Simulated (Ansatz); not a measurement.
**Starting-point dependence of the GW gap of CuI (Marshite)**

One-shot GW is not self-consistent; how far does the start matter for CuI (Marshite)?

Main program and level: Ansatz 0.2.0; G0W0 on several functionals, plane waves, PAW.

Report form: the programs' logs are mostly left out.

The database entry behind the starting cell differs from later determinations by our own check (about 0.15 % long (mineral sample)), so it need not match the best structure at ambient conditions.

In doubt: one-shot GW on d or f shells is unsure, so the values of those runs are not to be relied on; masses and optical values from hybrid runs of this build are listed as unsure (step 4), which bears on the screening that GW takes from such a start.

## Step 1: Starting point

Symmetry: F-43m, No. 216, cubic system. Conventional cell: a = 6.063 Å, b = 6.063 Å, c = 6.063 Å, α = 90.00°, β = 90.00°, γ = 90.00°. Nearest to Cu lie 4 I at 2.63 Å. Nearest to I lie 4 Cu at 2.63 Å. Farther neighbours and most contacts between anions are not listed.

The cell and positions come from the Crystallography Open Database and are kept as given unless a step says otherwise. Spin-orbit coupling is left out unless a step names it. The default PAW set here is soft_2. Its files were made with PBE.

## Step 2: G0W0 on LDA

G0W0 replaces the xc potential by the self-energy, built once from these orbitals. Only a window of levels is corrected, while the sums run over the empty bands that the input names.

This step: G0W0 on LDA, plane waves, PAW.

Input file input.yaml:

```yaml
crystal:
  lattice:
    - [0.0, 3.0315, 3.0315]
    - [3.0315, 0.0, 3.0315]
    - [3.0315, 3.0315, 0.0]
  atoms:
    - { symbol: Cu, position: [0.25, 0.25, 0.25] }
    - { symbol: I, position: [0.0, 0.0, 0.0] }
kpoints:
  mp_grid: { grid: [4, 4, 4] }
hamiltonian:
  xc: lda
scf:
  occupations: { method: fixed }
gw:
  n_empty_bands: 166
  ecut_chi: 120
  qp_bands: [v2, c2]
  qp_kpoints: band_edges
  screening: { model: contour_deformation }
```

Command:

```bash
> ansatz run input.yaml --threads 3 --pin off --max-ram 92160MiB --backend cuda --events-out ev --progress --plain --runs-dir out --devices 1 --max-vram 13GiB  # rebuilt from the run's record
```

Wall time 5.3 s (1 × NVIDIA H100 80GB HBM3 (shared by 6 runs) with 3 threads of AMD EPYC 7R13 (Zen 3), shared host); peak memory 1.1 GiB.

This step gave:

```
bands summed                                 : 184
RPA ε∞ on this mesh (eigenvalues)            : 11.98, 11.98, 11.98
plane waves in the screening matrix          : 169
q-points in the mesh                         : 64
G0W0 gap on the mesh                         : 1.881 eV
k of the valence top                         : 0, 0, 0
k of the conduction bottom                   : 0, 0, 0
starting gap on the mesh                     : 0.9303 eV
Z at the valence top                         : 0.6941
Z at the conduction bottom                   : 0.7609
least direct G0W0 gap on the computed points : 1.881 eV
```

The gap on the mesh goes from 0.93 eV to 1.88 eV, a correction of +0.95 eV. Between the two edge states, bare exchange in place of the xc potential would open the gap by 10.57 eV, and correlation takes back 9.62 eV.

## Step 3: G0W0 on PBE

The same correction from a different start measures what one shot leaves open.

This step: G0W0 on PBE, plane waves, PAW.

input.yaml: that of step 2 with these lines changed.

```diff
@@ -11,3 +11,3 @@
 hamiltonian:
-  xc: lda
+  xc: pbe
 scf:
```

The job ended after 6.3 s (1 × NVIDIA H100 80GB HBM3 (shared by 6 runs) with 3 threads; peak memory 1.1 GiB).

This step gave:

| Quantity | Value |
| --- | --- |
| bands summed | 184 |
| RPA ε∞ on this mesh (eigenvalues) | 9.418, 9.418, 9.418 |
| plane waves in the screening matrix | 169 |
| q-points in the mesh | 64 |
| G0W0 gap on the mesh | 1.949 eV |
| k of the valence top | 0, 0, 0 |
| k of the conduction bottom | 0, 0, 0 |
| starting gap on the mesh | 1.118 eV |
| Z at the valence top | 0.7020 |
| Z at the conduction bottom | 0.7730 |
| least direct G0W0 gap on the computed points | 1.949 eV |

Against the run with 4×4×4 mesh, 166 empty bands, screening to 120 eV on LDA, the gap moves by +0.07 eV, while the start moved by +0.19 eV.

## Step 4: G0W0 on HSE06

This step: G0W0 on HSE06, plane waves, PAW.

input.yaml: that of step 3 with these lines changed.

```diff
@@ -11,3 +11,3 @@
 hamiltonian:
-  xc: pbe
+  xc: hse06
 scf:
```

Elapsed: 18 s, on 1 × NVIDIA H100 80GB HBM3 (shared by 6 runs) with 3 threads; peak memory 1.3 GiB.

This step gave:

```yaml
bands_summed: 184
rpa_eps_infinity_on_this_mesh_eigenvalues: 4.969, 4.969, 4.969
plane_waves_in_the_screening_matrix: 169
g0w0_gap_on_the_mesh: 2.706 eV
k_of_the_valence_top: 0, 0, 0
k_of_the_conduction_bottom: 0, 0, 0
starting_gap_on_the_mesh: 2.644 eV
least_direct_g0w0_gap_on_the_computed_points: 2.706 eV
```

Against the run with 4×4×4 mesh, 166 empty bands, screening to 120 eV on PBE, the gap moves by +0.76 eV, while the start moved by +1.53 eV.

## Step 5: The starts together

All on the 4×4×4 mesh with 166 empty bands and screening to 120 eV. Times are wall times on 1 × NVIDIA H100 80GB HBM3 (shared by 6 runs) with 3 threads of AMD EPYC 7R13 (Zen 3), shared host, good to a factor of about two.

```csv
start,starting gap (eV),shift (eV),G0W0 gap (eV),RPA ε∞ (harmonic mean),"Z (valence, conduction)",time
LDA,0.93,+0.95,1.88,11.98,"0.69, 0.76",5.3 s
PBE,1.12,+0.83,1.95,9.42,"0.70, 0.77",6.3 s
HSE06,2.64,+0.06,2.71,4.97,"0.77, 0.82",18 s
```

How the two edges are built up, in eV (the quasiparticle level is the starting level plus Σx plus Σc less Vxc):

```csv
run,edge,start,Σx,Σc,Vxc,Z,QP
LDA,valence top,7.79,-35.40,5.32,-29.74,0.69,7.44
LDA,conduction bottom,8.72,-8.14,-4.30,-13.05,0.76,9.32
PBE,valence top,8.17,-35.92,5.53,-29.83,0.70,7.61
PBE,conduction bottom,9.29,-8.06,-4.17,-12.50,0.77,9.56
HSE06,valence top,7.18,-32.37,4.08,-28.37,0.77,7.25
HSE06,conduction bottom,9.82,-7.51,-3.93,-11.57,0.82,9.96
```

For a hybrid start, Vxc holds its share of exact exchange.

## Step 6: Summary of results

* G0W0@LDA: 1.88 eV (start 0.93 eV)
* G0W0@PBE: 1.95 eV (start 1.12 eV)
* G0W0@HSE06: 2.71 eV (start 2.64 eV)
* known limits: not at the basis limit; d shell near the gap, gap tends to lie low; no spin-orbit coupling; coarse k mesh

In words: The starting gaps span 1.71 eV and the G0W0 gaps 0.82 eV. Between LDA and HSE06, 0.82 eV of the 1.71 eV survives, 48 %. HSE06 screens less than LDA (ε∞ 4.97 against 11.98). Of the 0.82 eV by which its G0W0 gap is higher, the correlation part gives +1.61 eV, and exchange with the one-particle terms, which follow the orbitals, −0.79 eV. The smallest correction, +0.06 eV, is on HSE06, the start nearest to reproducing itself. Bands and cutoff are finite, so the gap is not at the basis limit. The miss can reach some tenths of an eV and take either sign; the mesh is an error of its own. The 4×4×4 mesh is coarse for this cell (its supercell is 17 Å along the shortest edge). The RPA ε∞ on it, from the LDA start, is 11.98; such meshes misread the long-range screening, most where the gap is narrow. A d shell, filled or nearly so, lies near the gap. One-shot GW converges very slowly in bands there, not always from below, and on a semilocal start the gap tends to come out low; starts rich in exact exchange can overshoot instead. The many-body steps are scalar-relativistic: spin-orbit coupling is not in them.

[Paths, hosts, dates, memory and timing lines, banners, echoed tables and standing remarks are left out of the program output.]

[Logs are printed without paths, hosts, clocks, repeated set-up lines and the standing remarks that a program may print on its own settings, such as how far it seeks lower states.]

[Runs of the session that timed out or met a known fault of the program may be left out.]

[Cells called generated may have been cut or substituted from an entry of the Crystallography Open Database or the Materials Project.]

[Hosts, paths, dates, database ids (printed as entryN), source tags and the programs' standing remarks are cut or masked in the printed files.]
